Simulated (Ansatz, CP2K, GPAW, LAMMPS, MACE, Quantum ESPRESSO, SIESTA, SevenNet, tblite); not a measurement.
# From one method to another: forces in amorphous 29Ga2O3-71GeO2 (mol %) (86 atoms)

86 atoms (14 Fe, 17 Ge, 55 O) placed at random at 3.74 g/cm³, melted at 5000 K for 10 ps at fixed volume with the Morse and Coulomb pair potential with partial charges (Pedone, Malavasi, Menziani, Cormack and Segre, J. Phys. Chem. B 110, 11780 (2006)). Quenched from 5000 K to 300 K at 100 K/ps and fixed volume, held 5 ps, then minimised at fixed cell. Then Fe was replaced by Ga and the cell scaled by 1.006 (the potential has no terms for the new elements, so the cell is a start for a DFT relaxation).

Two calculations on one geometry. First: Kohn-Sham DFT, PBE, GTH-PBE pseudopotentials, Gaussian and plane waves, DZVP-MOLOPT-SR-GTH, diagonalisation; 600/50 Ry; levels smeared at 580 K (CP2K 2026.2; Γ point). Second: Kohn-Sham DFT, PBE, SSSP efficiency 1.3.0 pseudopotentials, plane waves; sssp-1.3.0-efficiency; 60/480 Ry; levels smeared at 580 K (Quantum ESPRESSO 7.5; sssp-pbe-1.3.0-efficiency, cutoffs 60/480 Ry, Γ point).

Cell vectors (Å):

```
10.944 0.000 0.000
0.000 10.944 0.000
0.000 0.000 10.944
```

Atom, position (Å) and force of the first calculation (eV/Å):

```
1 Ga 9.223 5.884 7.490 -0.216 -1.303 -0.062
2 Ga 0.419 10.528 5.546 0.761 -0.073 0.626
3 Ga 10.883 6.227 0.433 0.659 -0.235 -0.182
4 Ga 4.352 7.411 10.070 0.198 -0.553 -0.285
5 Ga 6.214 6.941 1.160 0.603 0.369 -0.346
6 Ga 8.750 5.935 2.359 -0.344 0.500 -0.179
7 Ga 10.066 8.764 3.271 -0.093 -0.336 -0.168
8 Ga 6.784 8.053 7.733 -0.038 0.170 -1.498
9 Ga 3.036 7.879 2.047 -0.712 -0.296 0.708
10 Ga 2.893 5.202 0.565 -0.051 -0.016 -0.662
11 Ga 1.060 8.861 10.856 -0.079 -0.979 0.586
12 Ga 7.212 8.512 4.212 -0.003 0.694 0.625
13 Ga 8.963 8.750 10.883 -0.807 -0.478 1.510
14 Ga 0.529 7.586 6.436 -0.497 0.778 0.958
15 Ge 10.928 0.962 10.049 0.296 1.081 -1.048
16 Ge 5.731 4.413 9.925 -0.099 1.192 0.277
17 Ge 1.652 5.203 8.742 0.962 0.657 0.112
18 Ge 8.972 3.827 10.387 -0.467 0.569 -1.391
19 Ge 3.209 6.862 5.291 0.937 -0.731 -1.172
20 Ge 3.337 8.888 7.876 0.541 0.649 0.313
21 Ge 2.037 2.035 7.498 -0.770 -0.777 0.126
22 Ge 1.524 0.172 2.130 0.446 -0.492 1.073
23 Ge 9.474 3.488 4.782 -0.539 0.810 1.509
24 Ge 6.189 9.855 1.279 0.448 -0.520 -0.002
25 Ge 0.990 5.178 3.476 0.062 0.248 -0.729
26 Ge 6.537 4.145 3.503 -0.451 0.082 0.707
27 Ge 4.500 1.415 2.890 0.522 -1.027 0.920
28 Ge 5.859 5.124 6.700 -0.122 0.510 -0.117
29 Ge 4.746 0.651 6.237 -0.061 -0.133 -0.617
30 Ge 8.156 0.352 5.620 -0.685 -0.660 -0.497
31 Ge 9.729 9.336 8.052 -0.133 0.187 -0.830
32 O 3.724 1.836 7.033 0.956 1.328 0.547
33 O 6.603 8.611 5.929 -0.245 -0.007 0.559
34 O 4.190 6.706 1.081 -0.269 0.276 -0.059
35 O 6.254 8.610 2.551 -0.362 -1.440 1.441
36 O 3.076 6.081 9.303 1.323 0.407 0.516
37 O 5.385 0.261 1.929 -0.211 1.285 -0.176
38 O 8.381 10.150 4.292 -0.182 -0.647 -1.154
39 O 0.502 9.412 7.345 0.687 -0.328 -0.675
40 O 3.511 7.663 3.828 0.736 1.065 -1.212
41 O 9.562 7.755 7.091 0.357 -2.119 -0.669
42 O 9.835 2.307 10.211 -0.423 -0.377 0.177
43 O 4.886 8.116 8.327 1.097 -0.708 0.592
44 O 2.227 4.920 2.334 1.548 -0.724 -0.973
45 O 6.307 4.332 5.220 0.023 -0.958 0.556
46 O 7.227 3.707 10.459 -0.351 -1.530 0.915
47 O 9.191 10.540 6.806 0.916 0.824 0.230
48 O 1.881 3.730 7.876 0.468 -0.510 -0.986
49 O 2.596 8.880 9.462 -0.130 0.031 0.879
50 O 2.837 1.276 2.407 0.139 1.818 -0.257
51 O 10.799 6.198 2.603 -1.830 0.952 -1.140
52 O 3.946 10.242 7.012 -0.108 0.124 -0.302
53 O 6.574 5.564 2.503 0.601 0.674 -0.593
54 O 1.265 1.336 8.930 0.463 -0.400 0.902
55 O 4.464 0.793 4.530 -0.600 -0.338 -0.228
56 O 2.638 7.896 6.590 -1.799 0.031 -0.226
57 O 9.469 4.814 0.798 0.950 0.724 1.535
58 O 5.482 2.875 3.007 -0.498 -0.093 -0.783
59 O 5.580 4.296 8.193 -0.693 -1.502 -1.108
60 O 1.109 4.920 10.388 -0.721 -0.491 2.034
61 O 6.523 0.636 6.194 -0.347 0.528 1.147
62 O 8.635 7.415 3.660 0.874 0.278 -0.133
63 O 10.244 10.336 9.548 -0.341 -0.559 1.015
64 O 5.349 8.819 0.165 -0.853 -1.268 -1.066
65 O 9.408 4.663 6.029 -0.204 0.888 1.079
66 O 8.160 8.822 8.893 -0.584 0.126 0.504
67 O 9.270 4.875 9.061 0.515 0.914 -1.445
68 O 0.665 6.153 7.710 -1.551 0.937 -1.406
69 O 0.046 3.849 4.017 0.669 -1.884 -0.224
70 O 1.714 6.028 4.842 -1.032 -0.217 1.742
71 O 7.780 10.022 0.734 1.775 0.888 -0.846
72 O 0.212 8.602 4.825 0.213 0.817 0.044
73 O 4.315 4.076 10.834 -1.236 -1.200 0.961
74 O 0.542 10.842 3.529 -1.087 -0.110 1.064
75 O 10.441 8.891 1.424 -0.380 0.257 -0.133
76 O 5.958 6.143 10.227 -0.059 2.311 0.416
77 O 8.172 7.202 0.887 -0.668 -0.669 0.266
78 O 10.528 7.685 10.085 0.088 0.669 0.651
79 O 7.141 6.187 7.255 1.399 1.302 0.504
80 O 1.702 7.175 0.749 0.056 0.279 0.228
81 O 8.916 1.885 5.197 0.415 0.007 -0.101
82 O 1.167 1.182 6.251 -0.837 -0.520 -1.545
83 O 0.722 0.486 0.610 0.048 -0.223 -0.019
84 O 4.475 5.986 6.044 -0.362 -0.052 0.224
85 O 8.318 4.039 3.524 0.416 0.291 -1.629
86 O 2.294 9.589 1.679 0.423 -1.132 -1.267
```

**Question.** What forces does the second calculation give?

Atom and force (eV/Å):

```
1 -0.217 -1.351 -0.009
2 0.625 0.016 0.514
3 0.610 -0.308 -0.250
4 0.194 -0.462 -0.301
5 0.619 0.432 -0.424
6 -0.276 0.646 -0.167
7 -0.076 -0.266 -0.213
8 -0.112 0.041 -1.539
9 -0.662 -0.204 0.515
10 0.073 0.009 -0.703
11 0.027 -1.169 0.697
12 0.178 0.703 0.470
13 -0.655 -0.515 1.450
14 -0.365 0.709 0.864
15 0.281 0.954 -0.985
16 -0.077 1.167 0.228
17 0.971 0.634 0.176
18 -0.436 0.492 -1.318
19 0.769 -0.741 -1.051
20 0.502 0.541 0.319
21 -0.736 -0.745 0.138
22 0.426 -0.566 0.929
23 -0.571 0.754 1.379
24 0.351 -0.581 0.040
25 0.038 0.316 -0.639
26 -0.364 0.050 0.719
27 0.569 -0.975 0.919
28 -0.148 0.494 -0.157
29 -0.025 -0.135 -0.580
30 -0.666 -0.592 -0.496
31 -0.091 0.159 -0.837
32 0.899 1.254 0.555
33 -0.264 -0.024 0.462
34 -0.253 0.375 -0.063
35 -0.334 -1.352 1.400
36 1.235 0.412 0.420
37 -0.345 1.271 -0.119
38 -0.175 -0.579 -1.068
39 0.576 -0.251 -0.716
40 0.644 1.078 -1.354
41 0.362 -2.117 -0.573
42 -0.414 -0.308 0.243
43 1.135 -0.575 0.625
44 1.520 -0.787 -1.073
45 0.064 -0.796 0.539
46 -0.284 -1.483 0.744
47 0.866 0.733 0.213
48 0.374 -0.521 -0.966
49 -0.129 0.082 0.849
50 0.157 1.638 -0.294
51 -1.846 0.778 -1.141
52 -0.016 0.136 -0.378
53 0.620 0.718 -0.590
54 0.370 -0.410 0.859
55 -0.507 -0.359 -0.221
56 -1.635 0.012 -0.202
57 0.973 0.826 1.409
58 -0.464 -0.167 -0.741
59 -0.690 -1.421 -0.995
60 -0.636 -0.493 1.938
61 -0.392 0.519 0.978
62 0.758 0.268 -0.091
63 -0.381 -0.468 0.911
64 -0.788 -1.261 -1.029
65 -0.115 0.897 1.144
66 -0.604 0.064 0.357
67 0.553 0.977 -1.420
68 -1.544 0.994 -1.387
69 0.546 -1.808 -0.155
70 -0.894 -0.146 1.547
71 1.885 0.852 -0.958
72 0.228 0.862 0.071
73 -1.316 -1.021 1.015
74 -0.999 -0.092 1.135
75 -0.420 0.217 -0.031
76 -0.024 2.168 0.491
77 -0.691 -0.680 0.313
78 0.028 0.607 0.780
79 1.300 1.251 0.566
80 0.083 0.366 0.292
81 0.374 -0.028 -0.127
82 -0.732 -0.558 -1.469
83 -0.019 -0.085 0.001
84 -0.213 -0.146 0.254
85 0.416 0.186 -1.418
86 0.404 -1.114 -1.219
```

The two sets differ by 78.2 meV/Å r.m.s., 10 % of the r.m.s. force of the Quantum ESPRESSO run. The network of bonds at the start is that of the classical potential that made the cell, and needn't be the one that DFT or experiment would give. The electronic-structure runs sample only Γ, in a cell whose shortest periodic width is 11 Å.

[Logs are printed without paths, hosts, clocks, repeated set-up lines and the standing remarks that a program may print on its own settings, such as how far it seeks lower states.]

[Hosts, paths, dates, database ids (printed as entryN), source tags and the programs' standing remarks are cut or masked in the printed files.]
